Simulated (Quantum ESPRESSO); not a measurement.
**AlSi3 (Pm-3m): from the cell to the phonon bands**

How does AlSi3 (Pm-3m) vibrate, and is this structure a minimum?

Main program and level: Quantum ESPRESSO 7.5; DFT LDA, scalar-relativistic, plane waves, PseudoDojo norm-conserving pseudopotentials.

This is a report of a sequence of runs, with most program output left out.

The structure was built from a prototype and need not be the compound's stable phase.

## Step 1: The starting structure

Symmetry: Pm-3m, No. 221, cubic system. Conventional cell: a = 3.894 Å, b = 3.894 Å, c = 3.894 Å, α = 90.00°, β = 90.00°, γ = 90.00°. Nearest to Al lie 12 Si at 2.75 Å. Nearest to Si lie 4 Al at 2.75 Å and 8 Si at 2.75 Å. Farther neighbours are not listed.

## Step 2: A probe with smearing

Before anything dear is run, a loose run with smearing shows whether this is a metal and how far the cell is from rest.

probe.in

```
&control
   calculation = 'scf'
   prefix = 'x'
   outdir = './tmp'
   pseudo_dir = './pseudo'
   tprnfor = .true.
   tstress = .true.
   verbosity = 'high'
/
&system
   ibrav = 1
   celldm(1) = 7.35835918
   nat = 4
   ntyp = 2
   ecutwfc = 32.0
   occupations = 'smearing'
   smearing = 'gaussian'
   degauss = 0.01
/
&electrons
   conv_thr = 1.0d-07
   mixing_beta = 0.7
   electron_maxstep = 100
/
ATOMIC_SPECIES
 Al     26.9815  Al.upf
 Si     28.0850  Si.upf
ATOMIC_POSITIONS crystal
 Al     0.000000000   0.000000000   0.000000000
 Si     0.000000000   0.500000000   0.500000000
 Si     0.500000000   0.000000000   0.500000000
 Si     0.500000000   0.500000000   0.000000000
K_POINTS automatic
 6 6 6 0 0 0
```

On the command line:

```sh
OMP_NUM_THREADS=1 mpirun -n 4 pw.x -nk 4 -in probe.in > probe.out
```

It took 1.7 s on 4 MPI ranks of Arm Neoverse V1, shared host; 6.6 s of CPU time.

This step gave:

- volume per atom: 14.76 Å³
- pressure: -2.960 GPa
- gap on the k-mesh: 0 eV

No gap opens on this mesh, so smearing is kept; the start stands at -3.0 GPa.

## Step 3: Relaxing the cell and atoms

Frequencies change by per cents with a per cent of volume, so the structure is first brought to rest at this level of theory.

relax.in

```
&control
   calculation = 'vc-relax'
   prefix = 'x'
   outdir = './tmp'
   pseudo_dir = './pseudo'
   tprnfor = .true.
   tstress = .true.
   forc_conv_thr = 2.0d-05
   etot_conv_thr = 1.0d-07
   nstep = 40
/
&system
   ibrav = 1
   celldm(1) = 7.35835918
   nat = 4
   ntyp = 2
   ecutwfc = 32.0
   occupations = 'smearing'
   smearing = 'mv'
   degauss = 0.02
/
&electrons
   conv_thr = 1.0d-11
   mixing_beta = 0.7
   electron_maxstep = 100
/
&ions
/
&cell
   press_conv_thr = 0.2
/
ATOMIC_SPECIES
 Al     26.9815  Al.upf
 Si     28.0850  Si.upf
ATOMIC_POSITIONS crystal
 Al     0.000000000   0.000000000   0.000000000
 Si     0.000000000   0.500000000   0.500000000
 Si     0.500000000   0.000000000   0.500000000
 Si     0.500000000   0.500000000   0.000000000
K_POINTS automatic
 8 8 8 0 0 0
```

On the command line:

```sh
OMP_NUM_THREADS=1 mpirun -n 4 pw.x -nk 4 -in relax.in > relax.out
```

It took 13 s on 4 MPI ranks; 50 s of CPU time.

Relaxation path:

```
step  energy less that of the first step (eV)  largest force (eV/Å)  pressure (GPa)  volume (Å³)
   1                                   0.0000                0.0000           -2.95        59.04
   2                                  -0.0129                0.0000           -1.71        58.16
   3                                  -0.0190                0.0000            0.10        56.97
   4                                  -0.0190                0.0000            0.00        57.04
   5                                  -0.0190                0.0000            0.00        57.04
   6                                  -0.0180                0.0000           -0.01        57.04
```

```
conventional cell, symmetrised  before  after  change
                         a (Å)   3.894  3.849  -1.1 %
                         b (Å)   3.894  3.849  -1.1 %
                         c (Å)   3.894  3.849  -1.1 %
              volume (Å³/atom)   14.76  14.26  -3.4 %
```

Final coordinates:

```
CELL_PARAMETERS angstrom
3.84935 0.00000 0.00000
0.00000 3.84935 0.00000
0.00000 0.00000 3.84935
ATOMIC_POSITIONS crystal
Al 0.00000 0.00000 0.00000
Si 0.00000 0.50000 0.50000
Si 0.50000 0.00000 0.50000
Si 0.50000 0.50000 0.00000
```

The last row of the table of steps is pw.x's closing run on a basis chosen anew for the final cell, so its energy can jump.

Read from the output:

```
volume per atom : 14.26 Å³
pressure        : -0.01300 GPa
```

The volume changes by -3.4 % from the cell with which this run began.

## Step 4: Ground state

The response is built on this ground state, so it is converged far tighter than an energy would need. Smearing stays on, as the first look found no gap above 0.3 eV.

scf.in

```
&control
   calculation = 'scf'
   prefix = 'x'
   outdir = './tmp'
   pseudo_dir = './pseudo'
   tprnfor = .true.
   tstress = .true.
/
&system
   ibrav = 1
   celldm(1) = 7.27420855
   nat = 4
   ntyp = 2
   ecutwfc = 32.0
   occupations = 'smearing'
   smearing = 'mv'
   degauss = 0.02
/
&electrons
   conv_thr = 1.0d-12
   mixing_beta = 0.7
   electron_maxstep = 100
/
ATOMIC_SPECIES
 Al     26.9815  Al.upf
 Si     28.0850  Si.upf
ATOMIC_POSITIONS crystal
 Al     0.000000000   0.000000000   0.000000000
 Si     0.000000000   0.500000000   0.500000000
 Si     0.500000000   0.000000000   0.500000000
 Si     0.500000000   0.500000000   0.000000000
K_POINTS automatic
 8 8 8 0 0 0
```

On the command line:

```sh
OMP_NUM_THREADS=1 mpirun -n 4 pw.x -nk 4 -in scf.in > scf.out
```

It took 3.4 s on 4 MPI ranks; 13 s of CPU time.

The cell stands at -0.013 GPa, close enough for phonons.

## Step 5: Phonons on a q mesh

Linear response treats each wavevector in the unit cell, with no supercell; the 2×2×2 mesh fixes the range of the force constants to be had.

ph.in

```
phonons
&inputph
   prefix = 'x'
   outdir = './tmp'
   fildyn = 'x.dyn'
   tr2_ph = 1.0d-18
   alpha_mix(1) = 0.4
   nmix_ph = 8
   ldisp = .true.
   nq1 = 2
   nq2 = 2
   nq3 = 2
/
```

On the command line:

```sh
OMP_NUM_THREADS=1 mpirun -n 4 ph.x -nk 4 -in ph.in > ph.out
```

It took 5.3 min on 4 MPI ranks; 21 min of CPU time.

Numbers from this step:

| Quantity | Value |
| --- | --- |
| largest acoustic frequency at the zone centre before the sum rule | -0.66 cm⁻¹ |
| highest optical zone-centre mode (no LO-TO term) | 301.3 cm⁻¹ |
| lowest optical zone-centre mode | -48.86 cm⁻¹ |
| lowest mode on the q mesh (acoustic ones at the zone centre apart) | -86.33 cm⁻¹ |

Frequencies (cm⁻¹) at each irreducible wavevector; negative means imaginary. Frequencies by wavevector:

```
 q (fractions)  star  mode 1  mode 2  mode 3  mode 4  mode 10  mode 11  mode 12
         0 0 0     1  -48.86  -48.86  -48.86   -0.66    301.3    301.3    301.3
      0 0 -0.5     3   73.05   73.05    93.8    93.8    241.1    260.7    260.7
   0 -0.5 -0.5     3   22.14   91.03   91.03   147.1    213.3    266.2    266.2
-0.5 -0.5 -0.5     1  -86.33  -86.33  -86.33  -71.26    323.4    323.4    323.4
```

The acoustic modes at Γ come out as far as 0.7 cm⁻¹ from zero, where they should vanish, a small numerical error. The lowest optical mode is imaginary, 49i cm⁻¹, an instability at this level and on this k mesh.

## Step 6: Force constants in real space

The dynamical matrices of the mesh are Fourier-transformed to force constants in real space.

q2r.in

```
&input
   fildyn = 'x.dyn'
   zasr = 'simple'
   flfrc = 'x.fc'
/
```

On the command line:

```sh
q2r.x < q2r.in > q2r.out
```

It took 0.46 s on 1 thread.

## Step 7: Dispersion

From the force constants any wavevector is cheap; points of the mesh come back as solved, but for the sum rule and, in polar crystals, the LO-TO term at Γ; the rest is interpolation.

matdyn.in

```
&input
   asr = 'simple'
   flfrc = 'x.fc'
   flfrq = 'x.freq'
   flvec = 'x.modes'
   q_in_band_form = .true.
   q_in_cryst_coord = .true.
/
8
  0.0000000   0.0000000   0.0000000  12  ! GAMMA
  0.0000000   0.5000000   0.0000000  12  ! X
  0.5000000   0.5000000   0.0000000  12  ! M
  0.0000000   0.0000000   0.0000000  12  ! GAMMA
  0.5000000   0.5000000   0.5000000  12  ! R
  0.0000000   0.5000000   0.0000000   1  ! X
  0.5000000   0.5000000   0.5000000  12  ! R
  0.5000000   0.5000000   0.0000000   1  ! M
```

On the command line:

```sh
matdyn.x -in matdyn.in > matdyn.out
```

The job ended after 0.47 s (1 thread).

Numbers from this step:

| Item | Value |
| --- | --- |
| lowest frequency on the path | -86.32 cm⁻¹ |

Matdyn.x, sum rule simple. Phonon branches along the path, in cm⁻¹:

```
    point  branch 1  branch 2  branch 3  branch 4  branch 9  branch 10  branch 11  branch 12
        Γ       -49       -49       -49         0        82        301        301        301
  halfway        52        52        69        69       142        285        288        288
        X        73        73        94        94       215        241        261        261
  halfway        57        97       114       119       209        246        257        265
        M        22        91        91       147       207        213        266        266
  halfway        51        86        89       110       190        261        275        287
        Γ       -49       -49       -49         0        82        301        301        301
  halfway        38        38        75        75       222        229        290        290
        R       -86       -86       -86       -71       272        323        323        323
  halfway        37        51        56        94       220        264        285        294
        X        73        73        94        94       215        241        261        261
jump to R       -86       -86       -86       -71       272        323        323        323
  halfway       -48        30        30        52       241        293        302        302
        M        22        91        91       147       207        213        266        266
```

Lowest modes at the softest wavevector of the mesh; phase exp(i q.(R + tau)). The modes at q = (0.500, 0.500, 0.500) (shares of kinetic energy by element, %) (negative means imaginary):

```
mode  frequency (cm⁻¹)  Al %  Si %
   1             -86.3    51    49
   2             -86.3    51    49
   3             -86.3    51    49
   4             -71.3     0   100
   5             -71.3     0   100
   6             113.2     0   100
```

Displacements in mode 1 (-86.3 cm⁻¹), the largest set to 1, in the home cell:
```
Al1 0.00 0.33 1.00
Si2 0.00 0.68 0.23
Si3 0.68 0.00 0.00
Si4 0.23 0.00 0.00
```

Displacements in mode 6 (113.2 cm⁻¹), the largest set to 1, in the home cell:
```
Al1  0.00  0.00  0.00
Si2  0.00  0.10 -1.00
Si3 -0.10  0.00  0.02
Si4  1.00 -0.02  0.00
```

Force constants by pair (phonopy on the run's constants); pairs near half the supercell's span include their periodic images. Pair force constants, by row:

```
atom  neighbour  distance (Å)  third of the trace (eV/Å²)  along the pair's line (eV/Å²)
 Al1     itself             0                       4.615                              –
 Al1         Si         2.722                     -0.3848                         -1.633
 Al1         Al         3.849                     -0.0508                        -0.2833
 Al1         Si         4.714                      0.0354                         0.1183
 Al1         Al         5.444                     -0.0521                        -0.1458
 Al1         Al         6.667                     -0.1142                        -0.1142
 Si2     itself             0                       2.803                              –
 Si2         Al         2.722                     -0.3848                         -1.633
 Si2         Si         2.722                     -0.1496                        -0.8263
 Si2         Si         3.849                     -0.1284                        -0.2045
 Si2         Si         3.849                     -0.1019                        -0.0821
 Si2         Si         4.714                      0.0972                         0.1605
 Si2         Al         4.714                      0.0354                         0.1183
 Si2         Si         5.444                     -0.1076                        -0.1878
 Si2         Si         5.444                     -0.1732                        -0.2912
 Si3     itself             0                       2.803                              –
 Si3         Al         2.722                     -0.3848                         -1.633
 Si3         Si         2.722                     -0.1496                        -0.8263
 Si3         Si         3.849                     -0.1284                        -0.2045
 Si3         Si         3.849                     -0.1019                        -0.0821
 Si3         Si         4.714                      0.0972                         0.1605
 Si3         Al         4.714                      0.0354                         0.1183
 Si3         Si         5.444                     -0.1076                        -0.1878
 Si3         Si         5.444                     -0.1732                        -0.2912
 Si4     itself             0                       2.803                              –
 Si4         Al         2.722                     -0.3848                         -1.633
 Si4         Si         2.722                     -0.1496                        -0.8263
 Si4         Si         3.849                     -0.1284                        -0.2045
 Si4         Si         3.849                     -0.1019                        -0.0821
 Si4         Si         4.714                      0.0972                         0.1605
```

Mode patterns, pair constants, displacements and means over the zone were worked out by phonopy from the force constants of q2r.x.

The path dips to 86i cm⁻¹.

## Step 8: Density of states

Sums over the zone need many more wavevectors than were solved, so the interpolation is sampled on a dense mesh.

matdyn.in

```
&input
   asr = 'simple'
   flfrc = 'x.fc'
   dos = .true.
   fldos = 'x.dos'
   nk1 = 12
   nk2 = 12
   nk3 = 12
   deltaE = 1.0
/
```

On the command line:

```sh
matdyn.x -in matdyn.in > matdyn.out
```

Wall time 7.3 s (1 thread).

Numbers from this step:

- share of modes beyond 3i cm⁻¹ on the dense interpolated mesh: 0.0299

The phonon density of states has structure finer than the step of the table below, so its rows give means over 10 cm⁻¹, whole bins alone (the curve runs from -86.3 to 324 cm⁻¹). Peaks (cm⁻¹: height): total 51.7: 0.0561, 89.7: 0.0724, 139.7: 0.0661, 151.7: 0.0758, 177.7: 0.0649, 211.7: 0.0491, 285.7: 0.0715; Al 89.7: 0.0207, 133.7: 0.00846, 247.7: 0.0222, 285.7: 0.0376; Si 51.7: 0.0471, 89.7: 0.0517, 139.7: 0.0593, 151.7: 0.0701, 177.7: 0.0599, 211.7: 0.0461, 287.7: 0.0341.

Tetrahedra. The phonon density of states by wavenumber; means over each step; values in 1/cm⁻¹/cell:

```
wavenumber (cm⁻¹)    total       Al       Si
              -80  0.00112   5.6e-4   5.7e-4
              -70  0.00272  0.00106  0.00167
              -60  0.00506  0.00147  0.00358
              -50  0.00542  0.00133  0.00409
              -40  0.00506   9.5e-4  0.00411
              -30  0.00478   8.8e-4  0.00390
              -20  0.00500   9.1e-4  0.00409
              -10  0.00522   9.8e-4  0.00424
                0  0.00576  0.00112  0.00464
               10  0.00666  0.00133  0.00534
               20  0.00857  0.00169  0.00688
               30   0.0133  0.00248   0.0108
               40   0.0234  0.00412   0.0193
               50   0.0449  0.00742   0.0374
               60   0.0421  0.00700   0.0351
               70   0.0434  0.00876   0.0346
               80   0.0564   0.0140   0.0425
               90   0.0646   0.0181   0.0465
              100   0.0399  0.00957   0.0303
              110   0.0356  0.00818   0.0275
              120   0.0361  0.00597   0.0301
              130   0.0494  0.00625   0.0432
              140   0.0617  0.00636   0.0553
              150   0.0633  0.00465   0.0586
              160   0.0531  0.00395   0.0492
              170   0.0529  0.00332   0.0495
              180   0.0496  0.00375   0.0458
              190   0.0300  0.00276   0.0273
              200   0.0181  0.00206   0.0160
              210   0.0352  0.00270   0.0325
              220   0.0175  0.00214   0.0154
              230  0.00943  0.00245  0.00697
              240   0.0283   0.0149   0.0134
              250   0.0310   0.0170   0.0139
              260   0.0311   0.0165   0.0146
              270   0.0521   0.0286   0.0236
              280   0.0638   0.0342   0.0296
              290   0.0591   0.0306   0.0285
              300   0.0252   0.0127   0.0125
              310   0.0108  0.00543  0.00536
```

## Step 9: Modes with the sum rule

A rigid shift of the crystal must cost nothing, but grids and finite bases break this; the acoustic sum rule is imposed before the matrix is diagonalised again.

dynmat.in

```
&input
   fildyn = 'x.dyn1'
   asr = 'simple'
   fileig = 'dynmat.eig'
/
```

On the command line:

```sh
dynmat.x -in dynmat.in > dynmat.out
```

The job ended after 0.45 s (1 thread).

Read from the output:

```
lowest optical zone-centre mode : -48.85 cm⁻¹
```

Unit eigenvectors of the mass-weighted matrix after the sum rule; no LO-TO term. Modes at Γ, with each element's share of the kinetic energy (negative means imaginary):

```
mode  frequency (cm⁻¹)  Al %  Si %
   1             -48.8    28    72
   2             -48.8    28    72
   3             -48.8    28    72
   4               0.0    24    76
   5               0.0    24    76
   6               0.0    24    76
   7              81.6     0   100
   8              81.6     0   100
   9              81.6     0   100
  10             301.3    47    53
  11             301.3    47    53
  12             301.3    47    53
```

Displacements in mode 1 (-48.8 cm⁻¹), the largest set to 1:
```
Al1  0.00  0.02 -0.66
Si2  0.00  0.01 -0.18
Si3  0.00 -0.03 -0.18
Si4  0.00  0.01  1.00
```

Displacements in mode 8 (81.6 cm⁻¹), the largest set to 1:
```
Al1  0.00  0.00  0.00
Si2  0.00  1.00  0.34
Si3  0.07  0.00 -0.34
Si4 -0.07 -1.00  0.00
```

The rule moves no optical mode by more than 0.1 cm⁻¹.

(Continued in part 2 of 2.)

[Host names and launcher messages were left out of these logs when they were recorded.]

[Logs are printed without paths, hosts, clocks, repeated set-up lines and the standing remarks that a program may print on its own settings, such as how far it seeks lower states.]

[Hosts, paths, dates, database ids (printed as entryN), source tags and the programs' standing remarks are cut or masked in the printed files.]
